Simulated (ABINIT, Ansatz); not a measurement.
# Titanium (Im-3m): phonons by linear response, part 3 of 4

How does Titanium (Im-3m) vibrate, and is this structure a minimum?

ABINIT 10.8.3; DFT LDA, scalar-relativistic, plane waves, PseudoDojo norm-conserving pseudopotentials.

So far. Step 3 (Relaxation): The volume changes by -10.4 % in this run and stands -10.4 % from the first cell. The relaxed cell has a = 3.164 Å (conventional setting).

This is not the structure that Ti takes at ambient pressure and room temperature (hexagonal, No. 194); it is a model or a phase of other conditions.

## (8) Phonons on a q mesh

Linear response treats each wavevector in the unit cell, with no supercell; the 4×4×4 mesh fixes the range of the force constants to be had.

dfpt_q.abi reads:

```
ndtset 7

# wavevectors
qpt1 0.25 0.0 0.0
qpt2 0.5 0.0 0.0
qpt3 0.5 0.25 0.0
qpt4 0.25 0.25 0.25
qpt5 0.5 0.25 0.25
qpt6 0.25 -0.25 0.25
qpt7 0.5 0.5 0.5

# displacements
getwfk_filepath "gso_WFK"
getwfq_filepath "gso_WFK"
kptopt 3
nqpt 1
rfphon 1
rfatpol 1 1
rfdir 1 1 1
tolvrs 1.0d-10
prtwf 0

# basis, mesh and filling
ecut 38.0
ngkpt 16 16 16
nshiftk 1
shiftk 0.0 0.0 0.0
istwfk *1
occopt 6
tsmear 0.01
nband 12
nstep 100
diemac 1000000.0
prtebands 0
prtgsr 0
useylm 1

# cell and atoms
acell 5.178505249 5.178505249 5.178505249
rprim 
    0.5773502692 0.5773502692 0.5773502692
    -0.5773502692 0.5773502692 0.5773502692
    -0.5773502692 -0.5773502692 0.5773502692
ntypat 1
znucl 22
natom 1
typat 1
xred 
    0.0 0.0 0.0
pp_dirpath "./pseudo"
pseudos "Ti.upf"
```

Run with:

```
$ OMP_NUM_THREADS=1 mpirun -n 4 abinit dfpt_q.abi > dfpt_q.log
```

Numbers of over 12 decimals in the logs are rounded to 6 here.

dfpt_q.abo, the main output file:

```text
[banners, grids, parts of the stress and lines that vanish by symmetry left out]
- input  file    -> dfpt_q.abi
- output file    -> dfpt_q.abo
- root for input  files -> dfpt_qi
[...]
DATASET    1 : space group Im -3 m (#229); Bravais cI (body-center cubic)
[...]
nfft =       27000          nkpt =        4096
[...]
DATASET    2 : space group Im -3 m (#229); Bravais cI (body-center cubic)
[...]
nfft =       27000          nkpt =        4096
[...]
DATASET    3 : space group Im -3 m (#229); Bravais cI (body-center cubic)
[...]
nfft =       27000          nkpt =        4096
[...]
DATASET    4 : space group Im -3 m (#229); Bravais cI (body-center cubic)
[...]
nfft =       27000          nkpt =        4096
[...]
DATASET    5 : space group Im -3 m (#229); Bravais cI (body-center cubic)
[...]
nfft =       27000          nkpt =        4096
[...]
DATASET    6 : space group Im -3 m (#229); Bravais cI (body-center cubic)
[...]
nfft =       27000          nkpt =        4096
[...]
DATASET    7 : space group Im -3 m (#229); Bravais cI (body-center cubic)
[...]
nfft =       27000          nkpt =        4096
[...]
== DATASET  1 ==================================================================
[...]
cutoff_energies: {ecut:  38.0, pawecutdg:  -1.0, }
[...]
Perturbation : displacement of atom   1   along direction   1
[...]
-ETOT  1   251.11422330464     -2.603E+03 2.476E+01 5.419E+06
 ETOT  2   11585.064247436      1.133E+04 4.251E+00 2.422E+08
 ETOT  3   23.150711081375     -1.156E+04 4.140E+00 4.354E+05
 ETOT  4   1.026161     -2.212E+01 2.803E-02 1.171E+02
 ETOT  5   1.017935     -8.226E-03 3.845E-03 2.248E+00
[...]
At SCF step   13       vres2   =  4.21E-12 < tolvrs=  1.00E-10 =>converged.
[...]
Perturbation : displacement of atom   1   along direction   2
[...]
-ETOT  1  0.821835     -2.573E+03 2.393E+01 1.365E+02
[...]
At SCF step   11       vres2   =  2.22E-11 < tolvrs=  1.00E-10 =>converged.
[...]
Phonon wavevector (reduced coordinates) :  0.25000  0.00000  0.00000
 Phonon energies in Hartree :
[...]
Phonon frequencies in cm-1    :
- -7.758440E+01  8.343616E+01  1.671507E+02
[...]
== DATASET  2 ==================================================================
[...]
cutoff_energies: {ecut:  38.0, pawecutdg:  -1.0, }
[...]
Perturbation : displacement of atom   1   along direction   1
[...]
-ETOT  1   9.857932     -2.832E+03 3.242E+01 5.234E+04
[...]
At SCF step   12       vres2   =  1.68E-11 < tolvrs=  1.00E-10 =>converged.
[...]
Perturbation : displacement of atom   1   along direction   2
[...]
-ETOT  1  0.478221     -2.586E+03 2.543E+01 1.460E+02
[...]
At SCF step   10       vres2   =  5.40E-12 < tolvrs=  1.00E-10 =>converged.
[...]
Phonon wavevector (reduced coordinates) :  0.50000  0.00000  0.00000
 Phonon energies in Hartree :
[...]
Phonon frequencies in cm-1    :
- -1.529437E+02  1.477615E+02  1.579414E+02
[...]
== DATASET  3 ==================================================================
[...]
cutoff_energies: {ecut:  38.0, pawecutdg:  -1.0, }
[...]
Perturbation : displacement of atom   1   along direction   1
[...]
-ETOT  1   63.395301207171     -2.798E+03 2.568E+01 4.237E+05
[...]
Perturbation : displacement of atom   1   along direction   2
[...]
-ETOT  1   21.656893547460     -2.683E+03 2.448E+01 1.371E+05
[...]
Perturbation : displacement of atom   1   along direction   3
[...]
-ETOT  1   2.044376     -2.584E+03 2.453E+01 7.656E+03
[...]
Phonon wavevector (reduced coordinates) :  0.50000  0.25000  0.00000
 Phonon energies in Hartree :
[...]
Phonon frequencies in cm-1    :
- -9.950836E+01  7.660133E+01  1.886608E+02
[...]
== DATASET  4 ==================================================================
[...]
cutoff_energies: {ecut:  38.0, pawecutdg:  -1.0, }
[...]
Perturbation : displacement of atom   1   along direction   1
[...]
-ETOT  1   73.203328511563     -2.641E+03 2.494E+01 7.307E+05
[...]
Phonon wavevector (reduced coordinates) :  0.25000  0.25000  0.25000
 Phonon energies in Hartree :
[...]
Phonon frequencies in cm-1    :
-  1.370988E+02  1.467777E+02  1.467777E+02
[...]
== DATASET  5 ==================================================================
[...]
cutoff_energies: {ecut:  38.0, pawecutdg:  -1.0, }
[...]
Perturbation : displacement of atom   1   along direction   1
[...]
-ETOT  1   6.306846     -2.764E+03 2.459E+01 1.880E+04
[...]
Perturbation : displacement of atom   1   along direction   2
[...]
-ETOT  1   14.480495009268     -2.643E+03 2.687E+01 4.795E+04
[...]
Phonon wavevector (reduced coordinates) :  0.50000  0.25000  0.25000
 Phonon energies in Hartree :
[...]
Phonon frequencies in cm-1    :
-  1.668991E+02  1.969679E+02  2.031668E+02
[...]
== DATASET  6 ==================================================================
[...]
cutoff_energies: {ecut:  38.0, pawecutdg:  -1.0, }
[...]
Perturbation : displacement of atom   1   along direction   1
[...]
-ETOT  1   2.406656     -2.712E+03 2.488E+01 9.170E+03
[...]
At SCF step   11       vres2   =  1.99E-11 < tolvrs=  1.00E-10 =>converged.
[...]
Phonon wavevector (reduced coordinates) :  0.25000 -0.25000  0.25000
 Phonon energies in Hartree :
[...]
Phonon frequencies in cm-1    :
- -1.020252E+02 -1.020252E+02 -1.020252E+02
[...]
== DATASET  7 ==================================================================
[...]
cutoff_energies: {ecut:  38.0, pawecutdg:  -1.0, }
[...]
Perturbation : displacement of atom   1   along direction   1
[...]
-ETOT  1   4.019950     -2.710E+03 2.555E+01 2.039E+03
[...]
ETOT  9   2.564865      5.411E-11 7.914E-04 1.262E-07
 ETOT 10   2.564865     -5.002E-11 2.829E-05 6.443E-12
 At SCF step   10       vres2   =  6.44E-12 < tolvrs=  1.00E-10 =>converged.
[...]
Phonon wavevector (reduced coordinates) :  0.50000  0.50000  0.50000
 Phonon energies in Hartree :
[...]
Phonon frequencies in cm-1    :
-  2.297498E+02  2.297498E+02  2.297498E+02
[...]
fcart7     0.0000000000E+00  0.0000000000E+00  0.0000000000E+00
       
================================================================================
```

Elapsed: 81 min, on 4 MPI ranks of Arm Neoverse V1, shared host; 5.4 h of CPU time.

This step gave:

* lowest mode on the q mesh (acoustic ones at the zone centre apart): -152.9 cm⁻¹

Frequencies (cm⁻¹) before the sum rule at the irreducible wavevectors but Γ, which is solved apart; negative means imaginary. Frequencies by wavevector:

| q (fractions) | star | mode 1 | mode 2 | mode 3 |
| --- | --- | --- | --- | --- |
| 0.25 0 0 | 12 | -77.58 | 83.44 | 167.2 |
| 0.5 0 0 | 6 | -152.9 | 147.8 | 157.9 |
| 0.5 0.25 0 | 24 | -99.51 | 76.6 | 188.7 |
| 0.25 0.25 0.25 | 6 | 137.1 | 146.8 | 146.8 |
| 0.5 0.25 0.25 | 12 | 166.9 | 197 | 203.2 |
| 0.25 -0.25 0.25 | 2 | -102 | -102 | -102 |
| 0.5 0.5 0.5 | 1 | 229.8 | 229.8 | 229.8 |

## (9) Dispersion

anaddb transforms the dynamical matrices to force constants and back along the path; points of the mesh come back as solved, but for the sum rule and, in polar crystals, the LO-TO term at Γ; the rest is interpolation.

anaddb.abi reads:

```
ddb_filepath "all_DDB"
output_file "anaddb.abo"
outdata_prefix "anaddb"
ifcflag 1
ngqpt 4 4 4
nqshft 1
q1shft 0.0 0.0 0.0
asr 1
chneut 0
dipdip 0
dipquad 0
quadquad 0
enunit 0
eivec 0
nph1l 62
qph1l 
    0.0 0.0 0.0 1.0
    0.05 0.05 -0.05 1.0
    0.1 0.1 -0.1 1.0
    0.15 0.15 -0.15 1.0
    0.2 0.2 -0.2 1.0
    0.25 0.25 -0.25 1.0
    0.3 0.3 -0.3 1.0
    0.35 0.35 -0.35 1.0
    0.4 0.4 -0.4 1.0
    0.45 0.45 -0.45 1.0
    0.5 0.5 -0.5 1.0
    0.5 0.45 -0.5 1.0
    0.5 0.4 -0.5 1.0
    0.5 0.35 -0.5 1.0
    0.5 0.3 -0.5 1.0
    0.5 0.25 -0.5 1.0
    0.5 0.2 -0.5 1.0
    0.5 0.15 -0.5 1.0
    0.5 0.1 -0.5 1.0
    0.5 0.05 -0.5 1.0
    0.5 0.0 -0.5 1.0
    0.45 0.0 -0.45 1.0
    0.4 0.0 -0.4 1.0
    0.35 0.0 -0.35 1.0
    0.3 0.0 -0.3 1.0
    0.25 0.0 -0.25 1.0
    0.2 0.0 -0.2 1.0
    0.15 0.0 -0.15 1.0
    0.1 0.0 -0.1 1.0
    0.05 0.0 -0.05 1.0
    0.0 0.0 0.0 1.0
    0.075 0.025 -0.025 1.0
    0.15 0.05 -0.05 1.0
    0.225 0.075 -0.075 1.0
    0.3 0.1 -0.1 1.0
    0.375 0.125 -0.125 1.0
    0.45 0.15 -0.15 1.0
    0.525 0.175 -0.175 1.0
    0.6 0.2 -0.2 1.0
    0.675 0.225 -0.225 1.0
    0.75 0.25 -0.25 1.0
    0.725 0.275 -0.275 1.0
    0.7 0.3 -0.3 1.0
    0.675 0.325 -0.325 1.0
    0.65 0.35 -0.35 1.0
    0.625 0.375 -0.375 1.0
    0.6 0.4 -0.4 1.0
    0.575 0.425 -0.425 1.0
    0.55 0.45 -0.45 1.0
    0.525 0.475 -0.475 1.0
    0.5 0.5 -0.5 1.0
    0.75 0.25 -0.25 1.0
    0.725 0.225 -0.275 1.0
    0.7 0.2 -0.3 1.0
    0.675 0.175 -0.325 1.0
    0.65 0.15 -0.35 1.0
    0.625 0.125 -0.375 1.0
    0.6 0.1 -0.4 1.0
    0.575 0.075 -0.425 1.0
    0.55 0.05 -0.45 1.0
    0.525 0.025 -0.475 1.0
    0.5 0.0 -0.5 1.0
```

mrgddb.in reads:

```
all_DDB
merged
8
dfpt_gammao_DDB
dfpt_qo_DS1_DDB
dfpt_qo_DS2_DDB
dfpt_qo_DS3_DDB
dfpt_qo_DS4_DDB
dfpt_qo_DS5_DDB
dfpt_qo_DS6_DDB
dfpt_qo_DS7_DDB
```

Run with:

```
$ mrgddb < mrgddb.in > mrgddb.log
$ OMP_NUM_THREADS=1 anaddb anaddb.abi > anaddb.log
```

anaddb.abo, the main output file:

```text
[banners, grids, parts of the stress and lines that vanish by symmetry left out]
-outvars_anaddb: echo values of input variables ----------------------

 Flags :
[...]
Phonon wavevector (reduced coordinates) :  0.00000  0.00000  0.00000
 Phonon energies in Hartree :
[...]
Phonon frequencies in cm-1    :
-  0.000000E+00  0.000000E+00  0.000000E+00
[...]
Phonon wavevector (reduced coordinates) :  0.05000  0.05000 -0.05000
 Phonon energies in Hartree :
[...]
Phonon frequencies in cm-1    :
-  2.190345E+01  2.190345E+01  5.730348E+01
[...]
Phonon wavevector (reduced coordinates) :  0.10000  0.10000 -0.10000
 Phonon energies in Hartree :
[...]
Phonon frequencies in cm-1    :
-  4.716032E+01  4.716032E+01  9.994753E+01
[...]
Phonon wavevector (reduced coordinates) :  0.15000  0.15000 -0.15000
 Phonon energies in Hartree :
[...]
Phonon frequencies in cm-1    :
-  7.739956E+01  7.739956E+01  1.209893E+02
  Phonon wavevector (reduced coordinates) :  0.20000  0.20000 -0.20000
 Phonon energies in Hartree :
[...]
Phonon frequencies in cm-1    :
-  1.116763E+02  1.116763E+02  1.271143E+02
  Phonon wavevector (reduced coordinates) :  0.25000  0.25000 -0.25000
 Phonon energies in Hartree :
[...]
Phonon frequencies in cm-1    :
-  1.370831E+02  1.467631E+02  1.467631E+02
  Phonon wavevector (reduced coordinates) :  0.30000  0.30000 -0.30000
 Phonon energies in Hartree :
[...]
Phonon frequencies in cm-1    :
-  1.622087E+02  1.783963E+02  1.783963E+02
  Phonon wavevector (reduced coordinates) :  0.35000  0.35000 -0.35000
 Phonon energies in Hartree :
[...]
Phonon frequencies in cm-1    :
-  1.928430E+02  2.029863E+02  2.029863E+02
  Phonon wavevector (reduced coordinates) :  0.40000  0.40000 -0.40000
 Phonon energies in Hartree :
[...]
Phonon frequencies in cm-1    :
-  2.157162E+02  2.190162E+02  2.190162E+02
  Phonon wavevector (reduced coordinates) :  0.45000  0.45000 -0.45000
 Phonon energies in Hartree :
[...]
Phonon frequencies in cm-1    :
-  2.268936E+02  2.273017E+02  2.273017E+02
  Phonon wavevector (reduced coordinates) :  0.50000  0.50000 -0.50000
 Phonon energies in Hartree :
[...]
Phonon frequencies in cm-1    :
-  2.297404E+02  2.297404E+02  2.297404E+02
  Phonon wavevector (reduced coordinates) :  0.50000  0.45000 -0.50000
 Phonon energies in Hartree :
[...]
Phonon frequencies in cm-1    :
-  2.283163E+02  2.285549E+02  2.286591E+02
  Phonon wavevector (reduced coordinates) :  0.50000  0.40000 -0.50000
 Phonon energies in Hartree :
[...]
Phonon frequencies in cm-1    :
-  2.234169E+02  2.248572E+02  2.254281E+02
  Phonon wavevector (reduced coordinates) :  0.50000  0.35000 -0.50000
 Phonon energies in Hartree :
[...]
Phonon frequencies in cm-1    :
-  2.133149E+02  2.183578E+02  2.200722E+02
[...]
Phonon wavevector (reduced coordinates) :  0.67500  0.17500 -0.32500
 Phonon energies in Hartree :
[...]
Phonon frequencies in cm-1    :
- -1.518358E+02 -3.941597E+01  9.316148E+01
  Phonon wavevector (reduced coordinates) :  0.65000  0.15000 -0.35000
 Phonon energies in Hartree :
[...]
Phonon frequencies in cm-1    :
- -1.571842E+02  6.153296E+01  1.189675E+02
  Phonon wavevector (reduced coordinates) :  0.62500  0.12500 -0.37500
 Phonon energies in Hartree :
[...]
Phonon frequencies in cm-1    :
- -1.590755E+02  9.534743E+01  1.359287E+02
  Phonon wavevector (reduced coordinates) :  0.60000  0.10000 -0.40000
 Phonon energies in Hartree :
[...]
Phonon frequencies in cm-1    :
- -1.586459E+02  1.172596E+02  1.467250E+02
  Phonon wavevector (reduced coordinates) :  0.57500  0.07500 -0.42500
 Phonon energies in Hartree :
[...]
Phonon frequencies in cm-1    :
- -1.569736E+02  1.319019E+02  1.530216E+02
  Phonon wavevector (reduced coordinates) :  0.55000  0.05000 -0.45000
 Phonon energies in Hartree :
[...]
Phonon frequencies in cm-1    :
- -1.550120E+02  1.411353E+02  1.562345E+02
  Phonon wavevector (reduced coordinates) :  0.52500  0.02500 -0.47500
 Phonon energies in Hartree :
[...]
Phonon frequencies in cm-1    :
- -1.535128E+02  1.461616E+02  1.575830E+02
  Phonon wavevector (reduced coordinates) :  0.50000  0.00000 -0.50000
 Phonon energies in Hartree :
[...]
Phonon frequencies in cm-1    :
- -1.529577E+02  1.477470E+02  1.579278E+02
-
```

It took 0.53 s on 1 thread.

This step gave:

```
lowest frequency on the path : -159.1 cm⁻¹
```

Anaddb. Phonon branches along the path, in cm⁻¹:

| point | branch 1 | branch 2 | branch 3 |
| --- | --- | --- | --- |
| Γ | 0 | 0 | 0 |
| halfway | 137 | 147 | 147 |
| H | 230 | 230 | 230 |
| halfway | 167 | 197 | 203 |
| N | -153 | 148 | 158 |
| halfway | -78 | 83 | 167 |
| Γ | 0 | 0 | 0 |
| halfway | -86 | -86 | 207 |
| P | -102 | -102 | -102 |
| halfway | 136 | 181 | 181 |
| H | 230 | 230 | 230 |
| jump to P | -102 | -102 | -102 |
| halfway | -159 | 95 | 136 |
| N | -153 | 148 | 158 |

The phonon branches as a text plot (rows in cm⁻¹):

```
    222 |         ******                               ****
    205 |        *     ***                 **         **
    189 |        *      ***               *  *
    173 |       *        * *   ***                   **
    157 |       *          ****   *      *          *          **
    141 |     **             ***              *      *        ***
    124 |   **            *     *  *               *         **
    108 |    *                          *
     92 |  *                        *                       *
     76 |   *                    *                *
     60 | *                       *    *       *    *        *
     43 |  *                       * *
     27 | *                         *
     11 |                            * *
     -5 |*                           **
    -21 |                           *   *
    -38 |                          *     *                  *
    -54 |                         *       *      *
    -70 |                        *                         *
    -86 |                                  *
   -102 |                  *                *   *  *       *
   -119 |                       *            * *           *
   -135 |                   *  *              *  **
   -151 |                    **                             *****
         Γ           H       N        Γ         P        H|P    N
```

The path dips to 159i cm⁻¹.

## (10) Sums over the zone

Sums over the zone need many more wavevectors than were solved, so the interpolation is sampled on a dense mesh.

anaddb.abi reads:

```
ddb_filepath "all_DDB"
output_file "anaddb.abo"
outdata_prefix "anaddb"
ifcflag 1
ngqpt 4 4 4
nqshft 1
q1shft 0.0 0.0 0.0
asr 1
chneut 0
dipdip 0
dipquad 0
quadquad 0
prtdos 2
ng2qpt 20 20 20
dosdeltae 4.5563e-06
ntemper 11
temperinc 100.0
tempermin 0.0
```

Run with:

```
$ OMP_NUM_THREADS=1 anaddb anaddb.abi > anaddb.log
```

anaddb.abo, the main output file:

```text
[banners, grids, parts of the stress and lines that vanish by symmetry left out]
-outvars_anaddb: echo values of input variables ----------------------

 Flags :
     ifcflag         1
 Miscellaneous information :
         asr         1
      chneut         0
 Interatomic Force Constants Inputs :
      dipdip         0
     dipquad         0
    quadquad         0
      ifcana         0
      ifcout         0
 Description of grid 1 :
        brav         1
       ngqpt         4         4         4
      nqshft         1
      q1shft
                     0.00000000E+00  0.00000000E+00  0.00000000E+00
 Phonon DOS information :
   dosdeltae  4.55630000E-06
    dossmear  4.55633525E-06
 Description of grid 2 (Fourier interp. or BZ sampling):
      ng2qpt        20        20        20
      ngrids         4
      q2shft         0.00000000E+00  0.00000000E+00  0.00000000E+00

================================================================================

 read the DDB information and perform some checks

  ==== Info on the Cryst% object ====
 Real(R)+Recip(G) space primitive vectors, cartesian coordinates (Bohr,Bohr^-1):
 R(1)=  2.9898114  2.9898114  2.9898114  G(1)=  0.1672346  0.0000000  0.1672346
 R(2)= -2.9898114  2.9898114  2.9898114  G(2)= -0.1672346  0.1672346  0.0000000
 R(3)= -2.9898114 -2.9898114  2.9898114  G(3)=  0.0000000 -0.1672346  0.1672346
 Unit cell volume ucvol=  1.0690336E+02 bohr^3
 Angles (23,13,12)=  7.05287794E+01  1.09471221E+02  7.05287794E+01 degrees
 Time-reversal symmetry is present
 Reduced atomic positions [iatom, xred, symbol]:
    1)    0.0000000  0.0000000  0.0000000  Ti

 DDB file with 8 blocks has been read.

================================================================================

 Calculation of the interatomic forces

       Homogeneous q point set in the B.Z.
 Grid q points  :       64
  1)   0.00000000E+00  0.00000000E+00  0.00000000E+00
  2)   2.50000000E-01  0.00000000E+00  0.00000000E+00
  3)   5.00000000E-01  0.00000000E+00  0.00000000E+00
  4)  -2.50000000E-01  0.00000000E+00  0.00000000E+00
  5)   0.00000000E+00  2.50000000E-01  0.00000000E+00
  6)   2.50000000E-01  2.50000000E-01  0.00000000E+00
  7)   5.00000000E-01  2.50000000E-01  0.00000000E+00
  8)  -2.50000000E-01  2.50000000E-01  0.00000000E+00
  9)   0.00000000E+00  5.00000000E-01  0.00000000E+00
 10)   2.50000000E-01  5.00000000E-01  0.00000000E+00
 11)   5.00000000E-01  5.00000000E-01  0.00000000E+00
 12)  -2.50000000E-01  5.00000000E-01  0.00000000E+00
 13)   0.00000000E+00 -2.50000000E-01  0.00000000E+00
 14)   2.50000000E-01 -2.50000000E-01  0.00000000E+00
[...]
58)   2.50000000E-01  5.00000000E-01 -2.50000000E-01
 59)   5.00000000E-01  5.00000000E-01 -2.50000000E-01
 60)  -2.50000000E-01  5.00000000E-01 -2.50000000E-01
 61)   0.00000000E+00 -2.50000000E-01 -2.50000000E-01
 62)   2.50000000E-01 -2.50000000E-01 -2.50000000E-01
 63)   5.00000000E-01 -2.50000000E-01 -2.50000000E-01
 64)  -2.50000000E-01 -2.50000000E-01 -2.50000000E-01

 The interatomic forces have been obtained

================================================================================

 Calculation of phonon density of states

 Average speed of sound partial sums:     0.1028675426E-02 (at units)
-                                   =           2.2504 [km/s]

 Debye frequency from partial sums:     0.8448213956E-03 (Ha)
-                                 =     0.5558657753E+01 (THz)
-Debye temperature from partial sums:     0.2667734972E+03 (K)

 Average speed of sound:     0.8219998613E-05 (at units)
-                      =           0.0180 [km/s]

 Debye frequency from DOS:     0.6750847276E-05 (Ha)
-                        =     0.4441844127E-01 (THz)
-Debye temperature from DOS:     0.2131748966E+01 (K)

-
```

Elapsed: 0.65 s, on 1 thread.

Numbers from this step:

```
share of modes beyond 3i cm⁻¹ on the dense interpolated mesh : 0.2366
```

The phonon density of states has structure finer than the step of the table below, so its rows give means over 20 cm⁻¹, whole bins alone (the curve runs from -183 to 259 cm⁻¹). Peaks (cm⁻¹: height): -141.0: 0.00895, 177.0: 0.0301.

Tetrahedra. Phonon density of states against wavenumber; means over each step:

wavenumber (cm⁻¹), phonon density of states (1/cm⁻¹/cell) and a bar:
```
     -160     0.0008 #
     -140     0.0075 ########
     -120     0.0058 ######
     -100     0.0052 ######
      -80     0.0047 #####
      -60     0.0039 ####
      -40     0.0033 ####
      -20     0.0032 ####
        0     0.0031 ###
       20     0.0034 ####
       40     0.0042 #####
       60     0.0051 ######
       80     0.0061 #######
      100     0.0075 ########
      120     0.0093 ##########
      140     0.0119 #############
      160     0.0163 ##################
      180     0.0272 ##############################
      200     0.0157 #################
      220     0.0057 ######
      240     0.0000
```

[end of part 3 of 4]

[Host names and launcher messages were left out of these logs when they were recorded.]

[Logs are printed without paths, hosts, clocks, repeated set-up lines and the standing remarks that a program may print on its own settings, such as how far it seeks lower states.]

[Hosts, paths, dates, database ids (printed as entryN), source tags and the programs' standing remarks are cut or masked in the printed files.]
